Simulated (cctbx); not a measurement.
# What is wrong with this refinement?

Cell a = 10.0180 Å, b = 13.3520 Å, c = 3.1750 Å, α = 90.00°, β = 90.00°, γ = 90.00°; space group Pbam (no. 55). The compound is Ni3CSO4.

Simulated single-crystal data (cctbx): Ag Kα, λ = 0.56087 Å, to d = 0.7 Å, 95 % of the full sphere, strongest reflection 40000 counts, noise from counting, a 6 % proportional error and a noise floor of 2 counts (s.d.); no absorption.

An anisotropic refinement with weights 1/σ² prints:

```text
Rint 0.047, 759 unique reflections to 0.70 A
cycle     R1     wR2    GooF  max shift (A)
   1  0.0551  0.1704   4.281   0.01422
   2  0.0377  0.1177   2.959   0.00016
final R1 0.0377 wR2 0.1177 GooF 2.959  parameters 56  data/parameter 13.6
atom        x        y        z      Ueq    occ   su(xyz)  su(Uiso or U11)
Ni1    0.50475  0.27988  0.50000   0.0144  1.000  0.00007  0.0004
Ni2    0.50000  0.50000  0.00000   0.0165  1.000  0.00000  0.0005
Ni3    0.74283  0.11371  0.00000   0.0173  1.000  0.00007  0.0004
Ni4    0.50000  0.00000  0.50000   0.0176  1.000  0.00000  0.0005
S1     0.88839  0.08039  0.50000   0.0278  1.000  0.00018  0.0008
O1     0.62965  0.36065  0.00000   0.0266  1.000  0.00057  0.0026
O2     0.85598  0.26585  0.00000   0.0292  1.000  0.00050  0.0022
O3     0.60852  0.14750  0.50000   0.0280  1.000  0.00058  0.0024
C1     0.84961  0.46138  0.00000   0.0161  1.000  0.00054  0.0021
O4     0.77633  0.36038  0.00000   0.0340  1.000  0.00065  0.0029
difference map: max 2.55 min -2.09 rms 0.28
Q1    0.1639  0.5570  0.0000    4    2.62  0.28 A from C1
Q2    0.0000  0.0000  0.0000    2    0.91  0.00 A from Ni2
Q3    0.1226  0.3355  0.5000    4    0.88  0.27 A from O3
Q4    0.1407  0.1627  0.0000    4    0.76  0.33 A from O1
Q5    0.1662  0.7214  0.0000    4    0.75  0.28 A from O2
Q6    0.2551  0.4029  0.0000    4    0.69  0.25 A from Ni3
```

Q: Accept it or mend it, and why?

Mend it. The fault: elements exchanged: O4 is C and C1 is O. Against the right model at the same level, R1 goes from 0.0148 to 0.0377 and GooF from 0.93 to 2.96, U of O4 swells from 0.0185 to 0.0340 Å², U of C1 shrinks from 0.0290 to 0.0161 Å², the top difference peak, 2.6 e/Å³, lies on C1 and a hole of -2.1 e/Å³ opens. O4 has 2 electrons too many and its U swells to shed them, as expected (near an absorption edge f′ can widen the mismatch well beyond the difference in Z); C1 has 2 electrons too few and its U shrinks to make up, as expected (near an absorption edge f′ can widen the mismatch well beyond the difference in Z).

The compound is Ni3CSO4. The right model at the same level gives:

```text
Rint 0.047, 759 unique reflections to 0.70 A
cycle     R1     wR2    GooF  max shift (A)
   1  0.0243  0.0710   1.784   0.00515
   2  0.0148  0.0368   0.925   0.00000
final R1 0.0148 wR2 0.0368 GooF 0.925  parameters 56  data/parameter 13.6
atom        x        y        z      Ueq    occ   su(xyz)  su(Uiso or U11)
Ni1    0.50478  0.27991  0.50000   0.0149  1.000  0.00002  0.0001
Ni2    0.50000  0.50000  0.00000   0.0169  1.000  0.00000  0.0002
Ni3    0.74289  0.11370  0.00000   0.0177  1.000  0.00002  0.0001
Ni4    0.50000  0.00000  0.50000   0.0182  1.000  0.00000  0.0002
S1     0.88819  0.08050  0.50000   0.0279  1.000  0.00005  0.0002
O1     0.63026  0.35980  0.00000   0.0260  1.000  0.00017  0.0008
O2     0.85544  0.26634  0.00000   0.0277  1.000  0.00015  0.0007
O3     0.60913  0.14817  0.50000   0.0265  1.000  0.00017  0.0007
O4     0.84911  0.46067  0.00000   0.0290  1.000  0.00016  0.0007
C1     0.77603  0.35987  0.00000   0.0185  1.000  0.00020  0.0008
difference map: max 0.39 min -0.67 rms 0.10
Q1    0.2380  0.6971  0.5000    4    0.39  1.77 A from C1
Q2    0.1957  0.7566  0.3285    8    0.37  1.20 A from O2
Q3    0.2195  0.1832  0.0000    4    0.35  0.81 A from C1
Q4    0.0811  0.5079  0.2602    8    0.34  1.12 A from Ni4
Q5    0.0532  0.8600  0.1759    8    0.33  1.43 A from S1
Q6    0.0514  0.4092  0.1781    8    0.30  1.40 A from O3
```

This is a model crystal, built by substitution and not relaxed, with assumed displacement parameters.

[Middle refinement cycles are left out of these outputs.]

[Logs are printed without paths, hosts, clocks, repeated set-up lines and the standing remarks that a program may print on its own settings, such as how far it seeks lower states.]
